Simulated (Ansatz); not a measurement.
**Grüneisen parameters and expansion of GaP (F-43m)**

Aim: how the vibrations of GaP shift with volume, and the expansion that follows.

What experiment has found for this phase:
- volume expansion coefficient 15.9 1e-6/K, heat capacity C_P per formula unit 44.2 J/mol/K and bulk modulus 88.7 GPa near room temperature (given in “High-Throughput Prediction of Finite-Temperature Properties using the Quasi-Harmonic Approximation”, 2016, arXiv:1603.06924)

Program: Ansatz 0.2.0. Level of theory: DFT PBE, scalar-relativistic, plane waves, PAW. Results are calculated unless marked as measured.

Most raw output is cut from this account.

## 1. The structure

The structure is cubic, space group F-43m (No. 216). The conventional cell has a = 5.451 Å, b = 5.451 Å, c = 5.451 Å, α = 90.00°, β = 90.00°, γ = 90.00°. Ga has 4 P at 2.36 Å nearest. Nearest to P lie 4 Ga at 2.36 Å. Farther neighbours are not listed.

## 2. A first coarse run

A cheap single point shows whether the cell is a metal or an insulator and how far it is from rest; that sets the k-mesh and the occupations of what follows.

File input.yaml:

```yaml
crystal:
  lattice:
    - [0.0, 2.72525, 2.72525]
    - [2.72525, 0.0, 2.72525]
    - [2.72525, 2.72525, 0.0]
  atoms:
    - { symbol: Ga, position: [0.0, 0.0, 0.0] }
    - { symbol: P, position: [0.25, 0.25, 0.25] }
kpoints:
  mp_grid: { grid: [6, 6, 6] }
hamiltonian:
  xc: pbe
scf:
  occupations: { method: gaussian, width: 0.1 }
output:
  forces: true
  stress: true
  eigenvalues: true
```

On the command line:

```bash
$ ansatz run input.yaml --threads 2 --pin off --max-ram 5120MiB --backend cpu --events-out ev --progress --plain --runs-dir out
```

It took 1 s on 2 threads of Intel Xeon 6975P-C (Granite Rapids), shared host; peak memory 0.35 GiB.

Numbers from this step:

```yaml
pressure: 2.532 GPa
gap_on_the_k_mesh: 1.651 eV
volume_per_atom: 20.24 Å³
```

The start is under 2.5 GPa at this level and looks like an insulator or semiconductor on this mesh.

## 3. Finding the static equilibrium

The vibrations must be taken about the equilibrium of this functional, not about the starting cell, so the structure is relaxed.

input.yaml, the sections that differ from step 2:

```yaml
kpoints:
  mp_grid: { grid: [8, 8, 8] }
scf:
  occupations: { method: gaussian, width: 0.02 }
relax:
  adjacent_minimum: "off"
  f_tol: 0.005
  max_steps: 80
  cell: { stress_tol: 0.05 }
# crystal, hamiltonian, output: as in step 2
```

It took 4.8 s on 2 threads; peak memory 0.39 GiB.

Relaxation path:

```
step  energy less that of the first step (eV)  largest force component (eV/Å)  pressure (GPa)  volume (Å³)
   1                                   0.0000                          0.0000            2.51        40.48
   2                                  -0.0084                          0.0000            0.75        41.33
   3                                  -0.0092                          0.0000            0.04        41.71
  4*                                  -0.0095                          0.0000            0.04        41.71
```

Relaxation steps marked * repeat the geometry before them on a plane-wave basis chosen anew for their cell, so energy and pressure can jump there.

The run keeps the 24 symmetry operations that it works with, so distortions that break them were not tested.

```
conventional cell, symmetrised  before  after  change
                         a (Å)   5.451  5.505  +1.0 %
                         b (Å)   5.451  5.505  +1.0 %
                         c (Å)   5.451  5.505  +1.0 %
              volume (Å³/atom)   20.24  20.85  +3.0 %
```

Final coordinates:

```xyz
2
Lattice="0.0000 2.7525 2.7525 2.7525 0.0000 2.7525 2.7525 2.7525 0.0000" Properties=species:S:1:pos:R:3 pbc="T T T"
Ga    0.0000    0.0000    0.0000
P     1.3763    1.3763    1.3763
```

Numbers from this step:

```yaml
pressure: 0.04191 GPa
gap_on_the_k_mesh: 1.583 eV
volume_per_atom: 20.85 Å³
```

The relaxation ends with a pressure of 0.04 GPa.

## 4. Relaxing to small residual forces and stress

The relaxation is repeated with tighter thresholds on force and stress, since phonons are sensitive to what is left; a change of mesh or smearing in the input moves the cell too.

input.yaml, the sections that differ from step 3:

```yaml
crystal:
  lattice:
    - [0.0, 2.7525368131, 2.7525368131]
    - [2.7525368131, 0.0, 2.7525368131]
    - [2.7525368131, 2.7525368131, 0.0]
  atoms:
    - { symbol: Ga, position: [0.0, 0.0, 0.0] }
    - { symbol: P, position: [0.25, 0.25, 0.25] }
scf:
  occupations: { method: fixed }
relax:
  adjacent_minimum: "off"
  f_tol: 0.001
  max_steps: 60
  cell: { stress_tol: 0.01 }
# kpoints, hamiltonian, output: as in step 3
```

Run time: 5.4 s. Hardware: 2 threads; peak memory 0.39 GiB.

Little changed from the start: no atom moved by 0.005 Å and no cell edge by 0.1 %.

This step gave:

```
pressure          : -8.14e-5 GPa
gap on the k-mesh : 1.578 eV
volume per atom   : 20.87 Å³
```

The residual pressure is -8.1e-5 GPa, small enough for phonons.

## 5. Lattice dynamics at this volume, V/V0 1

Phonons at this volume give one point of F(V, T); meshes stay fixed along the series.

File input.yaml:

```yaml
crystal:
  lattice:
    - [0.0, 2.7530369311, 2.7530369311]
    - [2.7530369311, 0.0, 2.7530369311]
    - [2.7530369311, 2.7530369311, 0.0]
  atoms:
    - { symbol: Ga, position: [0.0, 0.0, 0.0] }
    - { symbol: P, position: [0.25, 0.25, 0.25] }
kpoints:
  mp_grid: { grid: [8, 8, 8] }
hamiltonian:
  xc: pbe
scf:
  occupations: { method: fixed }
output:
  eigenvalues: true
phonons:
  method: dfpt
  dielectric: true
  rigid_motions: translations
  qmesh: [4, 4, 4]
  temperatures: { t_max: 1000, t_step: 50 }
  qpath:
    path:
      - [[0.0, 0.0, 0.0], [-0.5, -0.5, 0.0], [-0.375, -0.375, 0.25]]
      - [[-0.375, 0.0, 0.375], [0.0, 0.0, 0.0], [0.0, 0.0, 0.5], [-0.5, -0.25, 0.25], [-0.5, -0.5, 0.0]]
    npoints: 10
```

Run time: 1.8 min. Hardware: 2 threads; peak memory 1.1 GiB.

Numbers from this step:

* Γ frequencies: 0, 0, 0, 344.7, 344.7, 344.7 cm⁻¹ (negative: imaginary)
* lowest frequency on the path: 0 cm⁻¹
* zero-point energy: 0.08879 eV/cell
* point group: -43m
* highest frequency: 379.2 cm⁻¹
* Debye temperature from the second moment: 491 K

LO-TO term included. Phonon branches along the path, in cm⁻¹:

```
    point  branch 1  branch 2  branch 3  branch 4  branch 5  branch 6
        Γ         0         0         0       345       345       379
  halfway        88        88       159       340       340       370
        X       102       102       241       341       341       348
  halfway       103       113       234       329       340       361
        U       105       129       217       319       339       372
jump to K       105       129       217       319       339       372
  halfway        77       109       158       340       340       367
        Γ         0         0         0       345       345       379
  halfway        66        66       154       342       342       368
        L        80        80       224       342       342       352
  halfway       101       122       206       322       340       371
        W       119       139       207       311       343       373
  halfway       110       118       227       322       342       365
        X       102       102       241       341       341       348
```

Tetrahedra on 20 20 20, mean over bins of 5 cm⁻¹. Phonon density of states against wavenumber; read off at these points:

```
wavenumber (cm⁻¹)  phonon density of states (1/cm⁻¹/cell)
                2                                       0
               18                                  2.3e-4
               28                                  6.7e-4
               42                                 0.00188
               52                                 0.00321
               68                                 0.00705
               82                                  0.0255
               92                                  0.0312
              102                                  0.0540
              108                                  0.0434
              118                                  0.0275
              132                                  0.0229
              142                                 0.00234
              158                                  0.0035
              172                                 0.00544
              182                                 0.00768
              198                                  0.0164
              208                                  0.0348
              222                                 0.00665
              238                                 0.00146
              248                                       0
              262                                       0
              272                                       0
              288                                       0
              298                                       0
              312                                 0.00637
              328                                  0.0307
              338                                   0.110
              342                                   0.162
              352                                 0.00181
              362                                  0.0338
              368                                  0.0847
              378                                 0.00539
```

Harmonic. Thermo, by row:

```
T (K)  F_vib (meV/atom)  S (J/mol-atom/K)  C_V (J/mol-atom/K)
    0              44.4                 0                   0
   50             44.07             2.262               4.969
  100              41.5             7.769               11.42
  150             36.01             13.37               16.18
  200             27.74             18.46               19.11
  250             16.99             22.93               20.88
  300              4.07             26.84               21.98
  350            -10.75             30.29                22.7
  400            -27.26             33.35               23.19
  450            -45.27              36.1               23.54
  500            -64.63              38.6               23.79
  550            -85.23             40.88               23.98
  600              -107             42.97               24.13
  650            -129.7             44.91               24.25
  700            -153.5             46.71               24.34
  750            -178.1             48.39               24.42
  800            -203.6             49.97               24.48
  850            -229.9             51.45               24.53
  900            -256.9             52.86               24.58
  950            -284.7             54.19               24.61
 1000            -313.1             55.45               24.64
```

The modes has structure finer than the step of the table below, so its rows give means over 20 cm⁻¹, whole bins alone (the curve runs from -10 to 400 cm⁻¹). Peaks (cm⁻¹: height): Ga 103.4: 0.0389, 206.6: 0.0312, 340.6: 0.0370, 369.0: 0.0117; P 340.6: 0.127, 369.0: 0.0613.

Phonopy on the run's constants, 17x17x17 mesh, Gaussian sigma 2.9 cm⁻¹. The modes by wavenumber; means over each step; values in 1/cm⁻¹/cell:

```
wavenumber (cm⁻¹)       Ga        P
                0   2.1e-5   1.0e-5
               20   2.7e-4   1.2e-4
               40  0.00121   5.1e-4
               60  0.00367  0.00140
               80   0.0146  0.00483
              100   0.0318  0.00842
              120   0.0242  0.00523
              140  0.00731  0.00159
              160  0.00307   8.0e-4
              180  0.00612  0.00112
              200   0.0203  0.00149
              220   0.0103   4.0e-4
              240  0.00120   2.0e-5
              260   1.0e-7        0
              280        0        0
              300   6.3e-6   3.4e-4
              320  0.00172   0.0222
              340   0.0164   0.0593
              360  0.00473   0.0268
              380  0.00308   0.0155
```

Born charge (rows field, columns displacement) (e), principal values of the symmetric part by kind of site:

```
atom  atoms with these values    low  middle   high   mean
 Ga1                        1   2.20    2.20   2.20   2.20
  P2                        1  -2.20   -2.20  -2.20  -2.20
```

In full for P2:

```
-2.20  0.00  0.00
 0.00 -2.20  0.00
 0.00  0.00 -2.20
```

ε∞:

```
10.63  0.00  0.00
 0.00 10.63  0.00
 0.00  0.00 10.63
```

No LO-TO term. The modes at Γ (shares of kinetic energy by element, %):

```
mode  frequency (cm⁻¹)  symmetry  Ga %  P %
   1               0.0        T2    69   31
   2               0.0        T2    69   31
   3               0.0        T2    69   31
   4             344.7        T2    31   69
   5             344.7        T2    31   69
   6             344.7        T2    31   69
```

Displacements in mode 6 (344.7 cm⁻¹), the largest set to 1:
```
Ga1 -0.44 -0.21 -0.09
P2   1.00  0.47  0.20
```

No mode is imaginary beyond numerical noise at the solved wavevectors.

## 6. Single point at a scaled cell, V/V0 1.015

Symmetry fixes every atom, so a single point at the scaled cell gives the energy and pressure of this member.

The cell differs from the one that the last finished run ended in (a 3.893 → 3.913 Å, b 3.893 → 3.913 Å, c 3.893 → 3.913 Å).

input.yaml, the sections that differ from step 5:

```yaml
crystal:
  lattice:
    - [0.0, 2.7667338577, 2.7667338577]
    - [2.7667338577, 0.0, 2.7667338577]
    - [2.7667338577, 2.7667338577, 0.0]
  atoms:
    - { symbol: Ga, position: [0.0, 0.0, 0.0] }
    - { symbol: P, position: [0.25, 0.25, 0.25] }
output:
  forces: true
  stress: true
  eigenvalues: true
# kpoints, hamiltonian, scf: as in step 5
# phonons: removed
```

It took 0.78 s on 2 threads; peak memory 0.37 GiB.

Numbers from this step:

```yaml
pressure: -1.106 GPa
gap_on_the_k_mesh: 1.458 eV
volume_per_atom: 21.18 Å³
```

At this level the gap is 1.46 eV on the k-mesh of the self-consistent run, which can miss the band edges.

## 7. Phonons, V/V0 1.015

The same q-mesh and k-mesh are kept at every volume, so that much of their error can cancel in the differences.

input.yaml, the sections that differ from step 6:

```yaml
output:
  eigenvalues: true
phonons:
  method: dfpt
  dielectric: true
  rigid_motions: translations
  qmesh: [4, 4, 4]
  temperatures: { t_max: 1000, t_step: 50 }
  qpath:
    path:
      - [[0.0, 0.0, 0.0], [-0.5, -0.5, 0.0], [-0.375, -0.375, 0.25]]
      - [[-0.375, 0.0, 0.375], [0.0, 0.0, 0.0], [0.0, 0.0, 0.5], [-0.5, -0.25, 0.25], [-0.5, -0.5, 0.0]]
    npoints: 10
# crystal, kpoints, hamiltonian, scf: as in step 6
```

Run time: 1.9 min. Hardware: 2 threads; peak memory 1 GiB; 3.6 min of CPU time.

LO-TO term included. Phonon branches along the path, in cm⁻¹:

```
    point  branch 1  branch 2  branch 3  branch 4  branch 5  branch 6
        Γ         0         0         0       338       338       373
  halfway        88        88       156       333       333       364
        X       103       103       238       334       334       342
  halfway       104       113       230       322       333       354
        U       106       128       214       312       331       365
jump to K       106       128       214       312       331       365
  halfway        77       108       156       333       333       360
        Γ         0         0         0       338       338       373
  halfway        66        66       152       335       335       362
        L        81        81       221       335       335       345
  halfway       101       122       203       316       333       363
        W       118       138       204       305       335       365
  halfway       110       118       223       316       334       358
        X       103       103       238       334       334       342
```

No mode is imaginary beyond numerical noise at the solved wavevectors. The highest zone-centre mode (no LO–TO term) moved by -1.8 % for a volume change of +1.5 %.

## 8. Single point at a scaled cell, V/V0 0.985

The cell differs from the one that the last finished run ended in (a 3.913 → 3.874 Å, b 3.913 → 3.874 Å, c 3.913 → 3.874 Å).

input.yaml, the sections that differ from step 7:

```yaml
crystal:
  lattice:
    - [0.0, 2.7392023412, 2.7392023412]
    - [2.7392023412, 0.0, 2.7392023412]
    - [2.7392023412, 2.7392023412, 0.0]
  atoms:
    - { symbol: Ga, position: [0.0, 0.0, 0.0] }
    - { symbol: P, position: [0.25, 0.25, 0.25] }
output:
  forces: true
  stress: true
  eigenvalues: true
# kpoints, hamiltonian, scf: as in step 7
# phonons: removed
```

The job ended after 0.87 s (2 threads; peak memory 0.36 GiB).

The run ends at a pressure of 1.20 GPa.

## 9. Lattice dynamics at this volume, V/V0 0.985

input.yaml, the sections that differ from step 8:

```yaml
output:
  eigenvalues: true
phonons:
  method: dfpt
  dielectric: true
  rigid_motions: translations
  qmesh: [4, 4, 4]
  temperatures: { t_max: 1000, t_step: 50 }
  qpath:
    path:
      - [[0.0, 0.0, 0.0], [-0.5, -0.5, 0.0], [-0.375, -0.375, 0.25]]
      - [[-0.375, 0.0, 0.375], [0.0, 0.0, 0.0], [0.0, 0.0, 0.5], [-0.5, -0.25, 0.25], [-0.5, -0.5, 0.0]]
    npoints: 10
# crystal, kpoints, hamiltonian, scf: as in step 8
```

The job ended after 1.8 min (2 threads; peak memory 1 GiB; 3.4 min of CPU time).

LO-TO term included. Phonon branches along the path, in cm⁻¹:

```
    point  branch 1  branch 2  branch 3  branch 4  branch 5  branch 6
        Γ         0         0         0       351       351       385
  halfway        87        87       162       347       347       376
        X       100       100       245       349       349       355
  halfway       102       112       237       336       348       368
        U       104       129       221       325       346       380
jump to K       104       129       221       325       346       380
  halfway        76       109       161       347       347       374
        Γ         0         0         0       351       351       385
  halfway        66        66       157       348       348       375
        L        79        79       227       349       349       358
  halfway       101       122       209       328       348       378
        W       119       139       211       318       351       380
  halfway       110       118       230       328       350       372
        X       100       100       245       349       349       355
```

No mode is imaginary beyond numerical noise at the solved wavevectors. The highest zone-centre mode (no LO–TO term) moved by +1.9 % for a volume change of -1.5 %.

## 10. A cell at another volume, V/V0 1.03

The cell differs from the one that the last finished run ended in (a 3.874 → 3.932 Å, b 3.874 → 3.932 Å, c 3.874 → 3.932 Å).

input.yaml, the sections that differ from step 9:

```yaml
crystal:
  lattice:
    - [0.0, 2.7802964953, 2.7802964953]
    - [2.7802964953, 0.0, 2.7802964953]
    - [2.7802964953, 2.7802964953, 0.0]
  atoms:
    - { symbol: Ga, position: [0.0, 0.0, 0.0] }
    - { symbol: P, position: [0.25, 0.25, 0.25] }
output:
  forces: true
  stress: true
  eigenvalues: true
# kpoints, hamiltonian, scf: as in step 9
# phonons: removed
```

Elapsed: 0.74 s, on 2 threads; peak memory 0.36 GiB.

The run ends at a pressure of -2.12 GPa.

## 11. Phonons, V/V0 1.03

input.yaml, the sections that differ from step 10:

```yaml
output:
  eigenvalues: true
phonons:
  method: dfpt
  dielectric: true
  rigid_motions: translations
  qmesh: [4, 4, 4]
  temperatures: { t_max: 1000, t_step: 50 }
  qpath:
    path:
      - [[0.0, 0.0, 0.0], [-0.5, -0.5, 0.0], [-0.375, -0.375, 0.25]]
      - [[-0.375, 0.0, 0.375], [0.0, 0.0, 0.0], [0.0, 0.0, 0.5], [-0.5, -0.25, 0.25], [-0.5, -0.5, 0.0]]
    npoints: 10
# crystal, kpoints, hamiltonian, scf: as in step 10
```

Run time: 1.9 min. Hardware: 2 threads; peak memory 1.1 GiB; 3.6 min of CPU time.

No mode is imaginary beyond numerical noise at the solved wavevectors. The highest zone-centre mode (no LO–TO term) moved by -3.6 % for a volume change of +3.0 %.

(Continued in part 2 of 2.)

[Logs are printed without paths, hosts, clocks, repeated set-up lines and the standing remarks that a program may print on its own settings, such as how far it seeks lower states.]

[Hosts, paths, dates, database ids (printed as entryN), source tags and the programs' standing remarks are cut or masked in the printed files.]

[A step with changed settings may run another functional than the one named; its input shows which.]

[Of the runs on displaced cells, only some may be shown.]
